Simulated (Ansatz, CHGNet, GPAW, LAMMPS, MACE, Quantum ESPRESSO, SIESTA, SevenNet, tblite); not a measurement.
# Quantum ESPRESSO runs on 47In2O3-53ZnO (mol %) with crystalline order left by the classical run (65 atoms)

Wanted: Quantum ESPRESSO inputs and outputs for 47In2O3-53ZnO (mol %) with crystalline order left by the classical run (65 atoms), checked against a plane-wave reference.

Main program and level: Quantum ESPRESSO 7.5; the method is named at each step.

## Step 1: Set-up

The cell holds 65 atoms: 18 In, 10 Zn and 37 O. Cell: a = 9.427 Å, b = 9.427 Å, c = 9.427 Å, α = 90.0°, β = 90.0°, γ = 90.0°. 65 atoms (18 Sc, 10 Zn, 37 O) placed at random at 4.13 g/cm³, melted at 5000 K for 10 ps at fixed volume with the Morse and Coulomb pair potential with partial charges (Pedone, Malavasi, Menziani, Cormack and Segre, J. Phys. Chem. B 110, 11780 (2006)). Quenched from 5000 K to 300 K at 30 K/ps and fixed volume, held 10 ps at zero pressure, then minimised at fixed cell. Then Sc was replaced by In and the cell scaled by 1.027 (the potential has no terms for the new elements, so the cell is a start for a DFT relaxation).

The yardstick, on the same geometry:

```
method                                           : Kohn-Sham DFT, PBE, PAW, plane waves (Ansatz 0.2.0); cutoff 420 eV, Γ point, fermi-dirac smearing of 0.05 eV; PAW set soft_2
r.m.s. force component                           : 0.3072 eV/Å
longest force                                    : 0.9017 eV/Å
pressure                                         : 2.457 GPa
spacing of highest filled and lowest empty level : 0.3187 eV
SCF cycles                                       : 11
time                                             : 15 s on 4 threads of Arm Neoverse V1, shared host
CPU time                                         : 55 s
```

## Step 2: PBE, sssp-1.3.0-efficiency, 60/480 Ry

Method: Kohn-Sham DFT, PBE, SSSP efficiency 1.3.0 pseudopotentials, plane waves.

Input file pw.in:

```
&control
  calculation = 'scf'
  pseudo_dir = './pseudo'
  outdir = './tmp'
  disk_io = 'none'
  tprnfor = .true.
  tstress = .true.
/
&system
  ibrav = 0
  nat = 65
  ntyp = 3
  ecutwfc = 60
  ecutrho = 480
  nosym = .true.
  occupations = 'smearing'
  smearing = 'fd'
  degauss = 0.003675
/
&electrons
  conv_thr = 3.3e-07
  electron_maxstep = 100
  mixing_beta = 0.4
  mixing_mode = 'plain'
  diagonalization = 'david'
/
ATOMIC_SPECIES
In 114.818 In.upf
Zn 65.380 Zn.upf
O 15.999 O.upf
CELL_PARAMETERS angstrom
9.42721 0.00000 0.00000
0.00000 9.42721 0.00000
0.00000 0.00000 9.42721
ATOMIC_POSITIONS crystal
In 0.73242 0.97824 0.60724
In 0.14787 0.11713 0.24522
In 0.95038 0.44660 0.35090
In 0.76816 0.13407 0.23563
In 0.79130 0.61487 0.67236
In 0.11696 0.61533 0.62193
In 0.27193 0.13629 0.84736
In 0.60576 0.17143 0.86870
In 0.43382 0.12864 0.48528
In 0.43623 0.63643 0.08625
In 0.93030 0.79364 0.35459
In 0.44065 0.81580 0.71148
In 0.09847 0.78465 0.98282
In 0.27314 0.80216 0.35603
In 0.94265 0.13406 0.89491
In 0.08933 0.96062 0.61237
In 0.59941 0.47184 0.37318
In 0.77596 0.61290 0.11532
Zn 0.44272 0.30410 0.12873
Zn 0.42418 0.98978 0.09385
Zn 0.69940 0.81671 0.91584
Zn 0.23801 0.44102 0.91833
Zn 0.59268 0.82121 0.33660
Zn 0.11821 0.29598 0.60119
Zn 0.26963 0.45087 0.34250
Zn 0.94188 0.44733 0.91520
Zn 0.77867 0.29992 0.61337
Zn 0.45402 0.46797 0.71967
O 0.59552 0.48077 0.14099
O 0.95605 0.11708 0.12143
O 0.79277 0.30177 0.84671
O 0.25318 0.12049 0.62172
O 0.51327 0.91746 0.51732
O 0.10059 0.96701 0.84748
O 0.10509 0.60498 0.85054
O 0.80367 0.62297 0.89495
O 0.35948 0.01031 0.30463
O 0.78024 0.62252 0.34964
O 0.94476 0.46377 0.59162
O 0.27595 0.14981 0.06841
O 0.42380 0.30996 0.86215
O 0.10735 0.62562 0.38097
O 0.11450 0.29598 0.37622
O 0.93268 0.45521 0.12934
O 0.76567 0.95249 0.37242
O 0.59378 0.14258 0.09851
O 0.94197 0.77634 0.59311
O 0.27066 0.45730 0.60633
O 0.44116 0.31348 0.35804
O 0.92260 0.11135 0.62200
O 0.27759 0.79831 0.11508
O 0.10054 0.28848 0.84042
O 0.60596 0.16499 0.63382
O 0.09122 0.94393 0.38139
O 0.76514 0.00715 0.85948
O 0.44552 0.65392 0.34156
[... 5 atom lines left out ...]
O 0.44137 0.98626 0.86158
O 0.24833 0.79506 0.59903
O 0.93686 0.77584 0.13150
O 0.66065 0.78727 0.70562
K_POINTS gamma
```

Started as:

```bash
OMP_NUM_THREADS=1 mpirun -np 4 pw.x -in pw.in > output.txt
```

The log of the run:

```text
Program PWSCF
     gamma-point specific algorithms are used
     one sub-group per band group will be used
     scalapack distributed-memory algorithm (size of sub-group:  2*  2 procs)
     Parallelization info
     sticks:   dense  smooth     PW     G-vecs:    dense   smooth      PW
     Min        3026    1511    377               250964    88717   11074
     Max        3028    1514    380               250968    88722   11076
     Sum       12109    6049   1513              1003865   354879   44299
     bravais-lattice index     =            0
     lattice parameter (alat)  =      17.8148  a.u.
     unit-cell volume          =    5653.8743 (a.u.)^3
     number of atoms/cell      =           65
     number of atomic types    =            3
     number of electrons       =       656.00
     number of Kohn-Sham states=          394
     kinetic-energy cutoff     =      60.0000  Ry
     charge density cutoff     =     480.0000  Ry
     scf convergence threshold =      3.3E-07
     mixing beta               =       0.4000
     number of iterations used =            8  plain     mixing
     Exchange-correlation= SLA  PW   PBX  PBC
                           (   1   4   3   4   0   0   0)
     crystal axes: (cart. coord. in units of alat)
               a(1) = (   1.000000   0.000000   0.000000 )
               a(2) = (   0.000000   1.000000   0.000000 )
               a(3) = (   0.000000   0.000000   1.000000 )
     reciprocal axes: (cart. coord. in units 2 pi/alat)
               b(1) = (  1.000000  0.000000  0.000000 )
               b(2) = (  0.000000  1.000000  0.000000 )
               b(3) = (  0.000000  0.000000  1.000000 )
     PseudoPot. # 1 for In:
     Pseudo is Ultrasoft + core correction, Zval = 13.0
     PseudoPot. # 2 for Zn:
     Pseudo is Ultrasoft, Zval = 20.0
     PseudoPot. # 3 for O :
     Pseudo is Projector augmented-wave + core cor, Zval =  6.0
     atomic species   valence    mass     pseudopotential
     In               13.00   114.81800     In( 1.00)
     Zn               20.00    65.38000     Zn( 1.00)
     O                 6.00    15.99900     O ( 1.00)
     No symmetry found
   Cartesian axes
     number of k points=     1  Fermi-Dirac smearing, width (Ry)=  0.0037
                       cart. coord. in units 2pi/alat
        k(    1) = (   0.0000000   0.0000000   0.0000000), wk =   2.0000000
     Dense  grid:   501933 G-vectors     FFT dimensions: ( 125, 125, 125)
     Smooth grid:   177440 G-vectors     FFT dimensions: (  90,  90,  90)
     Initial potential from superposition of free atoms
     starting charge     655.9316, renormalised to     656.0000
     Starting wfcs are  440 randomized atomic wfcs
     Self-consistent Calculation
     iteration #  1     ecut=    60.00 Ry     beta= 0.40
     total energy              =   -8759.82506148 Ry
     estimated scf accuracy    <      17.74838321 Ry
     iteration #  2     ecut=    60.00 Ry     beta= 0.40
     total energy              =   -8764.51882446 Ry
     estimated scf accuracy    <       2.90860990 Ry
     iteration #  3     ecut=    60.00 Ry     beta= 0.40
     total energy              =   -8765.31235125 Ry
     estimated scf accuracy    <       1.53518089 Ry
     iteration #  4     ecut=    60.00 Ry     beta= 0.40
     total energy              =   -8765.36954436 Ry
     estimated scf accuracy    <       0.32094940 Ry
     iteration #  5     ecut=    60.00 Ry     beta= 0.40
     total energy              =   -8765.39756812 Ry
     estimated scf accuracy    <       0.13120454 Ry
     iteration #  6     ecut=    60.00 Ry     beta= 0.40
     total energy              =   -8765.28455634 Ry
     estimated scf accuracy    <       1.88055972 Ry
[...]
total energy              =   -8765.42343555 Ry
[...]
iteration # 15     ecut=    60.00 Ry     beta= 0.40
     total energy              =   -8765.42346616 Ry
     estimated scf accuracy    <       0.00001146 Ry
     iteration # 16     ecut=    60.00 Ry     beta= 0.40
     total energy              =   -8765.42346966 Ry
     estimated scf accuracy    <       0.00000158 Ry
     iteration # 17     ecut=    60.00 Ry     beta= 0.40
     End of self-consistent calculation
          k = 0.0000 0.0000 0.0000 ( 22150 PWs)   bands (ev):
  -115.4081-115.2380-115.0384-115.0370-115.0138-114.8793-114.8621-114.8556
  -114.7618-114.7519 -69.7277 -69.5401 -69.5293 -69.4898 -69.4136 -69.3884
   -69.3266 -69.2665 -69.2325 -69.2251 -69.2127 -69.2003 -69.1909 -69.1872
   -69.1753 -69.0977 -69.0939 -69.0790 -69.0777 -69.0510 -69.0470 -69.0423
   -69.0324 -69.0267 -69.0001 -68.9769 -68.9447 -68.9389 -68.9370 -68.9062
    -9.5960  -9.3541  -9.1921  -9.1344  -9.0901  -9.0384  -8.9640  -8.9220
    -8.8555  -8.8238  -8.7862  -8.7055  -8.6842  -8.6496  -8.6167  -8.6022
    -8.5763  -8.5392  -8.5210  -8.5107  -8.4105  -8.3749  -8.3679  -8.3298
[...]
16.6087  16.6794  16.8594  16.8778  16.9307  17.0218  17.0797  17.2244
    17.2693  17.3821  17.4485  17.4641  17.5433  17.6243  17.6723  17.7238
    17.8367  17.9275  17.9896  18.0792  18.2464  18.3032  18.3838  18.4347
    18.4810  18.5930
     the Fermi energy is     8.9224 ev
!    total energy              =   -8765.42346979 Ry
     estimated scf accuracy    <       0.00000010 Ry
     smearing contrib. (-TS)   =      -0.00277070 Ry
     internal energy E=F+TS    =   -8765.42069909 Ry
     The total energy is F=E-TS. E is the sum of the following terms:
     one-electron contribution =   -5538.33073699 Ry
     hartree contribution      =    3228.70028310 Ry
     xc contribution           =   -1558.60232354 Ry
     ewald contribution        =   -4545.00601957 Ry
     one-center paw contrib.   =    -352.18190209 Ry
     convergence has been achieved in  17 iterations
     Forces acting on atoms (cartesian axes, Ry/au):
     atom    1 type  1   force =     0.01614772   -0.00305514    0.00464967
     atom    2 type  1   force =    -0.00923359    0.00247972   -0.01350668
     atom    3 type  1   force =    -0.00400295    0.00430855   -0.02577293
     atom    4 type  1   force =     0.00981037    0.00617136   -0.01070890
     atom    5 type  1   force =    -0.00775213    0.00551263   -0.00027887
     atom    6 type  1   force =     0.02120748    0.00483226    0.00295922
[...]
atom   63 type  3   force =     0.00989653    0.01289342   -0.01013274
     atom   64 type  3   force =     0.00027236    0.01472489   -0.01063933
     atom   65 type  3   force =     0.00490124    0.01244254    0.01462336
     Total force =     0.168388     Total SCF correction =     0.001473
     Computing stress (Cartesian axis) and pressure
          total   stress  (Ry/bohr**3)                   (kbar)     P=       26.10
   0.00037425  -0.00000468   0.00001940           55.05       -0.69        2.85
  -0.00000468   0.00022933  -0.00000123           -0.69       33.74       -0.18
   0.00001940  -0.00000123  -0.00007127            2.85       -0.18      -10.48
     Message from routine punch:
     Nothing written, as per user request (disk_io='none')
```

The job ended after 3.4 min (4 MPI ranks of Arm Neoverse V1, shared host; peak memory 2.6 GiB).

Banners, paths, timers and routine set-up lines are dropped from the logs unmarked, and long logs keep their key lines alone; longer cuts are marked.

Against the reference:

```
r.m.s. force component                  : 0.31 eV/Å
r.m.s. difference of force components   : 13.01 meV/Å
longest difference of force vectors     : 53.75 meV/Å
force difference over r.m.s. force      : 4.235 %
slope of forces against the reference's : 1.008
correlation of force components         : 0.9991
pressure                                : 2.61 GPa
pressure difference                     : 0.1537 GPa
```

Length of the force difference by element (eV/Å):

```tsv
element	atoms	mean	most
In	18	0.025	0.045
O	37	0.02	0.054
Zn	10	0.0098	0.021
```

A closer look about Zn23, picked at random: 14 atoms, nearest first, numbered in the order of the input, with positions taken from that point.

```tsv
atom	x	y	z	distance (Å)	bonds	Fx	Fy	Fz (eV/Å)
Zn23	0.00	0.00	0.00	0.00	4	-0.07	-0.06	0.04
O33	-0.75	0.91	1.70	2.07	4	0.21	-0.12	-0.24
O45	1.63	1.24	0.34	2.07	4	-0.56	-0.08	-0.08
O56	-1.39	-1.58	0.05	2.10	4	0.08	0.37	-0.11
O58	0.15	-0.34	-2.13	2.17	4	0.04	0.75	-0.17
O38	1.77	-1.87	0.12	2.58	4	-0.21	0.14	0.42
O37	-2.20	1.78	-0.30	2.85	4	-0.19	0.10	-0.40
In14	-3.01	-0.18	0.18	3.02	6	0.16	-0.31	0.00
In11	3.18	-0.26	0.17	3.20	6	0.16	-0.18	-0.29
Zn20	-1.59	1.59	-2.29	3.21	5	-0.06	-0.31	0.02
In1	1.32	1.48	2.55	3.23	7	0.42	-0.08	0.12
In10	-1.47	-1.74	-2.36	3.28	6	0.09	0.19	-0.24
In17	0.06	-3.29	0.34	3.31	6	0.03	0.18	0.00
In18	1.73	-1.96	-2.09	3.35	6	0.16	-0.34	0.17
```

Forces lie 4.2 % from the reference's, at 15 times its CPU time.

## Step 3: Summary of results

```json
{
  "force difference from the reference": "QE PBE, sssp-1.3.0-efficiency, 60/480 Ry, 4.2 %",
  "its CPU time": "14 min"
}
```

What this shows: PBE on plane waves or a grid with other potentials, cutoffs or grids differs from the reference by 4.2 % (QE PBE, sssp-1.3.0-efficiency, 60/480 Ry) of the r.m.s. force; this holds the reference's own error, so differences of a few per cent don't tell which side is nearer the exact PBE result (QE's 60 Ry are 816 eV, against the reference's 420 eV). The potentials hold different valence shells: 576 electrons in the reference, 656 in Quantum ESPRESSO with SSSP; this bears on time and differences. The quench rate of 30 K/ps is many orders above laboratory rates, so the cell is likely richer in defects and strain than a real sample. The network of bonds at the start is that of the classical potential that made the cell, and needn't be the one that DFT or experiment would give. The reference's stress is far from hydrostatic: its diagonal is 5.3, 3.2, -1.2 GPa, compression counted positive. The reference's pressure of 2.5 GPa belongs to a cell and atoms that aren't relaxed at this level. The electronic-structure runs sample only Γ, in a cell whose shortest periodic width is 9 Å.

[Also dropped from logs without a mark: logging warnings of Python, and SIESTA's first energy breakdown and zero terms.]

[Logs are printed without paths, hosts, clocks, repeated set-up lines and the standing remarks that a program may print on its own settings, such as how far it seeks lower states.]

[Hosts, paths, dates, database ids (printed as entryN), source tags and the programs' standing remarks are cut or masked in the printed files.]
